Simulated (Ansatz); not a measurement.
## LaBi (Fm-3m): relaxing the cell for a phonon run

Wanted: the relaxed cell of LaBi (Fm-3m).

Method: DFT PBEsol, scalar-relativistic, plane waves, PAW; PAW set soft_1, in Ansatz 0.2.0.

The database entry behind the starting cell differs from later determinations by our own check (about 0.2 % short), so it need not match the best structure at ambient conditions.

## (1) The structure

The structure is cubic, space group Fm-3m (No. 225). Conventional cell: a = 6.565 Å, b = 6.565 Å, c = 6.565 Å, α = 90.00°, β = 90.00°, γ = 90.00°. Nearest to La lie 6 Bi at 3.28 Å. Bi has 6 La at 3.28 Å nearest. Farther neighbours are not listed.

## (2) A coarse first look

First a cheap look: the gap decides the mesh and the occupations, the pressure tells how far the cell has to move.

Input file input.yaml:

```yaml
crystal:
  lattice:
    - [0.0, 3.2825, 3.2825]
    - [3.2825, 0.0, 3.2825]
    - [3.2825, 3.2825, 0.0]
  atoms:
    - { symbol: La, position: [0.0, 0.0, 0.0] }
    - { symbol: Bi, position: [0.5, 0.5, 0.5] }
kpoints:
  mp_grid: { grid: [6, 6, 6] }
hamiltonian:
  xc: pbesol
  pseudopotentials: { kind: paw, azcp: { folder: soft_1 }, xc_functional: pbe }
scf:
  occupations: { method: gaussian, width: 0.1 }
output:
  forces: true
  stress: true
  eigenvalues: true
```

Launch:

```
$ ansatz run input.yaml --threads 4 --pin off --max-ram 10240MiB --backend cpu --events-out ev --progress --plain --runs-dir out
```

Numbers of over 12 decimals in the logs are rounded to 6 here.

Output:

```text
Engine: ansatz 0.2.0, aarch64-unknown-linux-gnu
Pseudopotentials: kind: paw
Pseudopotential: La, paw, valence charge 11, recommended cutoff 420 eV (normal), soft_1/La.paw.azcp
Pseudopotential: Bi, paw, valence charge 15, recommended cutoff 420 eV (normal), soft_1/Bi.paw.azcp
Functional definition: PBEsol
  exchange = pbesol_x
  correlation = pbesol_c
Crystal: 2 atoms, lattice volume = 70.737 Å³
[...]
--- Band table (eV; the first three rows and the last of 16) ---
  k-point 0: bands = [... 9 lower, -0.3817, 10.3643, 10.3643, 10.3643, 11.3228, 11.3228, 11.3228, 11.8501]
  k-point 1: bands = [... 9 lower, -0.1327, 8.9841, 9.6224, 9.6224, 11.3284, 11.5774, 11.5774, 12.0553]
  k-point 2: bands = [... 9 lower, 0.3951, 7.4157, 8.7728, 8.7728, 11.5321, 11.9068, 11.9068, 12.1513]
  k-point 15: bands = [... 9 lower, 0.2271, 8.5426, 8.6314, 8.8879, 11.1970, 11.9228, 12.0482, 12.0764]
[key lines of the parts left out:]
SCF converged after 8 iterations
Free energy (F): -18408.051457 eV
Fermi energy:    10.028445 eV
P = ⅓ Tr σ = -0.1177 GPa (-1.177 kbar)
```

Run time: 1 s. Hardware: 4 threads of Arm Neoverse V2, shared host; peak memory 0.34 GiB; 2.1 s of CPU time.

This step gave:

```
pressure          : -0.1177 GPa
volume per atom   : 35.37 Å³
gap on the k-mesh : 0 eV
```

The coarse mesh shows no gap and a pressure of -0.1 GPa.

## (3) Bringing the structure to rest

The cell and atoms are relaxed, since residual forces and stress would shift the frequencies.

input.yaml, the sections that differ from step 2:

```yaml
kpoints:
  mp_grid: { grid: [12, 12, 12] }
output:
  forces: true
  stress: true
  eigenvalues: true
  write_density: true
  write_potential: true
  elf: true
  volumetric_format: npy
relax:
  adjacent_minimum: "off"
  f_tol: 0.005
  max_steps: 80
  cell: { stress_tol: 0.05 }
# crystal, hamiltonian, scf: as in step 2
```

Output:

```text
[...]
Crystal: 2 atoms, lattice volume = 70.737 Å³
Basis set: ecut = 420 eV, 1411 PW (Γ), exchange–correlation on 64×64×64 points (8 copies of the dense FFT grid, shifted against one another)
Bands: 17, of which v1, the nominal top of the filled ones, is band 13 counted from 1 (12 counted from 0)
Symmetry: 48 space group operations
[...]
k-points: 72 of 1728
[...]
SCF iter   1: F=—  HF=-18408.484947 eV  |F-HF|=—  |Δ(HF+E_count)|=         —  Δρ=3.17e-2  dr2=1.41e0  ethr=3.10e-3  ⟨swp⟩=4.2  Hψ=5244  notcnv=0
[...]
SCF iter   8: F=-18408.059301 eV  HF=-18408.059301 eV  |F-HF|=1.07e-8  |Δ(HF+E_count)|=   1.62e-7  Δρ=4.94e-6  dr2=1.66e-8  ethr=3.85e-10  ⟨swp⟩=10.5  Hψ=10147  notcnv=0
SCF 1 converged in 8 iterations: F = -18408.059301 eV  dr2 = 1.66e-8
[...]
relax step   1: F+E_penalty+E_count = -18408.05930125 eV  Δ(F+E_penalty+E_count) = +0.000e0 eV  max|allowed force component| = 7.047e-29 eV/Å  Δτ_max = 0.0000 Å  P = -0.191 GPa  Ω = 70.737 Å³  (8 SCF iters, dr2 threshold 1.00e-7 eV, accepted)
Crystal: 2 atoms, lattice volume = 70.328 Å³
Basis set: ecut = 420 eV, 1363 PW (Γ), exchange–correlation on 64×64×64 points (8 copies of the dense FFT grid, shifted against one another)
[...]
iter 1 solved again at ethr=2.58e-7 eV; its pass at ethr=3.10e-3 eV (dr2=6.71e-5 eV) is discarded
[...]
SCF iter   5: F=-18408.059421 eV  HF=-18408.059421 eV  |F-HF|=1.56e-10  |Δ(HF+E_count)|=   7.40e-9  Δρ=2.65e-6  dr2=5.84e-9  ethr=3.49e-10  ⟨swp⟩=9.0  Hψ=8847  notcnv=0
SCF 2 converged in 5 iterations: F = -18408.059421 eV  dr2 = 5.84e-9
relax step   2: F+E_penalty+E_count = -18408.05942078 eV  Δ(F+E_penalty+E_count) = -1.195e-4 eV  max|allowed force component| = 1.949e-29 eV/Å  Δτ_max = 0.0000 Å  P = +0.113 GPa  Ω = 70.328 Å³  energy of the carried Pulay correction = +1.867e-5 eV  (5 SCF iters, dr2 threshold 9.08e-8 eV, accepted)
Crystal: 2 atoms, lattice volume = 70.480 Å³
[...]
SCF iter   4: F=-18408.059467 eV  HF=-18408.059467 eV  |F-HF|=2.42e-9  |Δ(HF+E_count)|=   7.86e-9  Δρ=3.29e-6  dr2=1.41e-8  ethr=1.23e-10  ⟨swp⟩=8.8  Hψ=8524  notcnv=0
SCF 3 converged in 4 iterations: F = -18408.059467 eV  dr2 = 1.41e-8
relax step   3: F+E_penalty+E_count = -18408.05946692 eV  Δ(F+E_penalty+E_count) = -4.615e-5 eV  max|allowed force component| = 1.709e-28 eV/Å  Δτ_max = 0.0000 Å  P = -0.001 GPa  Ω = 70.480 Å³  energy of the carried Pulay correction = +1.173e-5 eV  (4 SCF iters, dr2 threshold 3.20e-8 eV, accepted)
[...]
SCF iter   1: F=—  HF=-18408.059457 eV  |F-HF|=—  |Δ(HF+E_count)|=         —  Δρ=3.65e-6  dr2=1.66e-8  ethr=5.98e-7  ⟨swp⟩=3.0  Hψ=9213  notcnv=0
eigensolver tolerance schedule: the retry pair's looser diagonalisation over-reported the residual by 9368.70 of it (diagonalisation noise at an unbounded share of the residual, at the tolerance the schedule requests for it); recorded, not acted on — ethr = c·dr2/N_el stays at c = 1.0e-1
[...]
SCF iter   2: F=—  HF=-18408.059454 eV  |F-HF|=—  |Δ(HF+E_count)|=   2.96e-6  Δρ=2.57e-6  dr2=7.32e-9  ethr=6.39e-11  ⟨swp⟩=3.0  Hψ=3079  notcnv=0
[...]
SCF iter   5: F=-18408.059454 eV  HF=-18408.059454 eV  |F-HF|=7.28e-12  |Δ(HF+E_count)|=  1.53e-10  Δρ=1.75e-7  dr2=1.62e-11  ethr=1.00e-12  ⟨swp⟩=5.1  Hψ=6960  notcnv=0
SCF 4 converged in 5 iterations: F = -18408.059454 eV  dr2 = 1.62e-11
relax step   4: F+E_penalty+E_count = -18408.05945404 eV  Δ(F+E_penalty+E_count) = +1.288e-5 eV  max|allowed force component| = 1.864e-28 eV/Å  Δτ_max = 0.0000 Å  P = -0.001 GPa  Ω = 70.480 Å³  stress off target by 6.96e-4 GPa  SCF on the basis re-selected at this cell (its energy is not comparable with the rows above)  (5 SCF iters)
basis re-selected at this cell: Δ(F+E_penalty+E_count) = +1.288e-5 eV, ΔP = +0.000 GPa vs the last step (what re-selecting the basis moved, of the pressure what is left beyond the Pulay correction that the steps carried, after the strain that the cell walked since its last selection, with what the two solves' SCF thresholds leave and, on support functions, any second-order correction that the steps lacked; it is no m [...]
SCF converged after 5 iterations
Free energy (F): -18408.059454 eV
[...]
Internal energy: -18408.058159 eV  (E = F + TS)
E sigma→0 (E₀):  -18408.058807 eV
Entropy (-TS):   -0.001295 eV (-0.648 meV/atom)
Fermi energy:    10.196288 eV
[...]
--- Stress (GPa, compression-positive) ---
       -0.000696      -0.000000      -0.000000
       -0.000000      -0.000696      -0.000000
       -0.000000      -0.000000      -0.000696
  P = ⅓ Tr σ = -0.0007 GPa (-0.007 kbar)
--- Band table (eV; the first three rows and the last of 72) ---
  k-point 0: bands = [... 9 lower, -0.3489, 10.4105, 10.4105, 10.4105, 11.3703, 11.3703, 11.3703, 11.9025]
  k-point 1: bands = [... 9 lower, -0.2820, 9.9188, 10.1581, 10.1581, 11.3846, 11.4512, 11.4512, 11.9856]
  k-point 2: bands = [... 9 lower, -0.0971, 9.0276, 9.6655, 9.6655, 11.3766, 11.6265, 11.6265, 12.1097]
  k-point 71: bands = [... 9 lower, 0.3299, 8.3636, 8.6957, 8.6957, 11.7446, 11.7446, 12.1166, 12.1166]
--- Relaxed structure (3 steps of the walk, 3 accepted, 1 SCFs on fresh bases) ---
  F+E_penalty+E_count = -18408.05945404 eV   max|allowed force component| = 1.864e-28 eV/Å   (the final SCF, on the basis selected at the relaxed cell)
  cell:  # Å, volume = 70.4796 Å³
    - [0, 3.278519, 3.278519]
    - [3.278519, 0, 3.278519]
    - [3.278519, 3.278519, 0]
  atoms:
    - { symbol: La, position: [0, 0, 0] }
    - { symbol: Bi, position: [0.500000, 0.500000, 0.500000] }
```

It took 5.8 s on 4 threads; peak memory 0.44 GiB; 21 s of CPU time.

Relaxation path:

```tsv
step	energy less that of the first step (eV)	largest force component (eV/Å)	pressure (GPa)	volume (Å³)
1	0.0000	0.0000	-0.19	70.74
2	-0.0001	0.0000	0.11	70.33
3	-0.0002	0.0000	0.00	70.48
4*	-0.0002	0.0000	0.00	70.48
```

Relaxation steps marked * repeat the geometry before them on a plane-wave basis chosen anew for their cell, so energy and pressure can jump there.

Forces are held to the 48 operations that the run works with; a distortion that breaks them can't arise in this run.

```tsv
conventional cell, symmetrised	before	after	change
a (Å)	6.565	6.557	-0.1 %
b (Å)	6.565	6.557	-0.1 %
c (Å)	6.565	6.557	-0.1 %
volume (Å³/atom)	35.37	35.24	-0.4 %
```

The relaxed structure:

```xyz
2
Lattice="0.0000 3.2785 3.2785 3.2785 0.0000 3.2785 3.2785 3.2785 0.0000" Properties=species:S:1:pos:R:3 pbc="T T T"
La    0.0000    0.0000    0.0000
Bi    3.2785    3.2785    3.2785
```

Numbers from this step:

- pressure: -6.96e-4 GPa
- volume per atom: 35.24 Å³

ELF in the ac plane of the conventional cell at fractional y = 0.000, with atoms of La and Bi within 0.2 Å of it. It is the smooth field of the valence electrons, not physical close to the nuclei.

Ten even steps from '_' (0.09) to '@' (0.80), each cell a mean:
```
::##@@++::++==::____..==++--::%%@@==
@@@@%%::..++++==::::--==++--..++@@@@
%%##--__..++**++====++++**--__..++%%
--::____..--++++++++++++==..____..::
------::........::::::........------
++++**++::____::++++==..__..==**++++
--==++**--__--%%@@@@@@++....++++====
..::==++--::##@@##**@@@@==::++++--..
__..--++----%%@@::__**@@++::++==::__
__..==++--::%%@@==::##@@++::++==::__
::--==++--..++@@@@@@@@%%::..++++==::
==++++**--__..++%%%%##--__..++**++==
++++++==..____..::--::____..--++++++
::::........------------::........::
++==..__..==**++++++++**++::____::++
@@@@++....++++====--==++**--__--%%@@
**@@@@==::++++--....::==++--::##@@##
__**@@++::++==::____..--++----%%@@::
```
Columns run along a (6.6 Å), rows up along c (6.6 Å), edges of the conventional cell, whose origin can differ from the input's. Atoms in or near the plane, at fractional coordinates: La at (0.00, 0.00), La at (0.50, 0.50), Bi at (0.50, 0.00), Bi at (0.00, 0.50).

Valence density in the ac plane of the conventional cell at fractional y = 0.000, with atoms of La and Bi within 0.2 Å of it. It is the smooth field of the valence electrons, not physical close to the nuclei.

Values in e/Å³, 10 rows by 16 columns, each cell a mean:
```
1.7 1.5 0.7 0.2 0.2 0.4 1.8 4.5 5.3 2.9 0.7 0.3 0.2 0.4 1.2 1.7
0.7 0.5 0.2 0.1 0.1 0.2 0.4 0.7 0.7 0.5 0.2 0.1 0.1 0.1 0.3 0.6
0.2 0.2 0.1 0.1 0.1 0.1 0.1 0.2 0.2 0.2 0.1 0.1 0.1 0.1 0.2 0.2
1.4 0.8 0.3 0.2 0.1 0.2 0.5 0.9 1.0 0.7 0.3 0.1 0.1 0.2 0.5 1.2
6.6 3.7 0.9 0.3 0.2 0.5 1.4 1.7 1.8 1.6 0.8 0.3 0.2 0.5 2.3 5.6
5.3 2.9 0.7 0.3 0.2 0.4 1.2 1.7 1.7 1.5 0.7 0.2 0.2 0.4 1.8 4.5
0.7 0.5 0.2 0.1 0.1 0.1 0.3 0.6 0.7 0.5 0.2 0.1 0.1 0.2 0.4 0.7
0.2 0.2 0.1 0.1 0.1 0.1 0.2 0.2 0.2 0.2 0.1 0.1 0.1 0.1 0.1 0.2
1.0 0.7 0.3 0.1 0.1 0.2 0.5 1.2 1.4 0.8 0.3 0.2 0.1 0.2 0.5 0.9
1.8 1.6 0.8 0.3 0.2 0.5 2.3 5.6 6.6 3.7 0.9 0.3 0.2 0.5 1.4 1.7
```
Columns run along a (6.6 Å), rows up along c (6.6 Å), edges of the conventional cell, whose origin can differ from the input's. Atoms in or near the plane, at fractional coordinates: La at (0.00, 0.00), La at (0.50, 0.50), Bi at (0.50, 0.00), Bi at (0.00, 0.50).

Electrostatic potential energy in the ac plane of the conventional cell at fractional y = 0.000, with atoms of La and Bi within 0.2 Å of it. With pseudopotentials it is smooth inside the atoms' cores, unlike the true potential.

Ten even steps from '_' (-44 eV) to '@' (13 eV), each cell a mean:
```
++::==##@@@@**::______==%%@@%%**::==
::--**%%@@@@%%==::..--**@@@@@@##==::
++**%%@@@@@@@@%%****##%%@@@@@@%%##**
%%%%@@@@@@@@@@@@@@@@@@@@@@@@@@@@@@%%
@@@@@@@@@@@@@@@@@@@@@@@@@@@@@@@@@@@@
%%%%@@@@@@@@@@%%####%%%%@@@@@@@@@@%%
--++%%@@@@@@%%**==--++##%%@@@@%%**==
__..++%%@@%%**--::--::++%%@@@@##--__
____--%%@@%%++::++##----##@@@@**..__
____==%%@@%%**::==++::==##@@@@**::__
..--**@@@@@@##==::::--**%%@@@@%%==::
**##%%@@@@@@%%##**++**%%@@@@@@@@%%**
@@@@@@@@@@@@@@@@%%%%%%@@@@@@@@@@@@@@
@@@@@@@@@@@@@@@@@@@@@@@@@@@@@@@@@@@@
##%%%%@@@@@@@@@@%%%%%%@@@@@@@@@@%%##
--++##%%@@@@%%**==--++%%@@@@@@%%**==
--::++%%@@@@##--____..++%%@@%%**--::
##----##@@@@**..______--%%@@%%++::++
```
Columns run along a (6.6 Å; values clipped at the 3rd and 97th percentile), rows up along c (6.6 Å), edges of the conventional cell, whose origin can differ from the input's. Atoms in or near the plane, at fractional coordinates: La at (0.00, 0.00), La at (0.50, 0.50), Bi at (0.50, 0.00), Bi at (0.00, 0.50).

In this step the volume went from 35.37 to 35.24 Å³/atom.

## (4) Tight relaxation

Phonons need a cell at rest on their own settings, so the relaxation is repeated with tight tolerances on forces and stress on the k mesh and occupations of the first response run.

input.yaml, the sections that differ from step 3:

```yaml
crystal:
  lattice:
    - [0.0, 3.2785190532, 3.2785190532]
    - [3.2785190532, 0.0, 3.2785190532]
    - [3.2785190532, 3.2785190532, 0.0]
  atoms:
    - { symbol: La, position: [0.0, 0.0, 0.0] }
    - { symbol: Bi, position: [0.5, 0.5, 0.5] }
scf:
  occupations: { method: methfessel_paxton, width: 0.2 }
output:
  forces: true
  stress: true
  eigenvalues: true
relax:
  adjacent_minimum: "off"
  f_tol: 0.001
  max_steps: 60
  cell: { stress_tol: 0.01 }
# kpoints, hamiltonian: as in step 3
```

Output:

```text
[...]
Crystal: 2 atoms, lattice volume = 70.480 Å³
Basis set: ecut = 420 eV, 1411 PW (Γ), exchange–correlation on 64×64×64 points (8 copies of the dense FFT grid, shifted against one another)
Bands: 17, of which v1, the nominal top of the filled ones, is band 13 counted from 1 (12 counted from 0)
[... 1 set-up line as in the run before ...]
[...]
k-points: 72 of 1728
[...]
k-point 71: bands = [... 9 lower, 0.3305, 8.3638, 8.6959, 8.6959, 11.7442, 11.7442, 12.1159, 12.1159]
--- Relaxed structure (1 steps of the walk, 1 accepted, 1 SCFs on fresh bases) ---
[...]
cell:  # Å, volume = 70.4796 Å³
    - [0.0, 3.2785190532, 3.2785190532]
    - [3.2785190532, 0.0, 3.2785190532]
    - [3.2785190532, 3.2785190532, 0.0]
  atoms:
    - { symbol: La, position: [0.0, 0.0, 0.0] }
    - { symbol: Bi, position: [0.5, 0.5, 0.5] }
[key lines of the parts left out:]
SCF converged after 5 iterations
Free energy (F): -18408.058591 eV
Fermi energy:    10.183869 eV
P = ⅓ Tr σ = 0.0023 GPa (0.023 kbar)
```

Wall time 2.9 s (4 threads); peak memory 0.44 GiB; 10 s of CPU time.

Little changed from the start: no atom moved by 0.005 Å and no cell edge by 0.1 %.

This step gave:

```
pressure : 0.002294 GPa
```

The forces vanish by symmetry and the pressure is 0.002 GPa, within the tolerances set. The cell now holds 35.24 Å³/atom.

## (5) Summary of results

```
space group after relaxation (within 0.01 Å) : Fm-3m
lattice constant a                           : 6.557 Å
lattice constant b                           : 6.557 Å
lattice constant c                           : 6.557 Å
volume per atom                              : 35.2 Å³
```

The forces vanish by symmetry and the pressure is 0.002 GPa, within the tolerances set. The cell now holds 35.24 Å³/atom. The relaxation keeps the symmetry of its start, so it says nothing on stability against lower symmetry. Spin-orbit coupling is left out, which can matter for the heavy elements here. The PAW files were made for PBE and serve the other functionals too.

[Logs are printed without paths, hosts, clocks, repeated set-up lines and the standing remarks that a program may print on its own settings, such as how far it seeks lower states.]

[Hosts, paths, dates, database ids (printed as entryN), source tags and the programs' standing remarks are cut or masked in the printed files.]
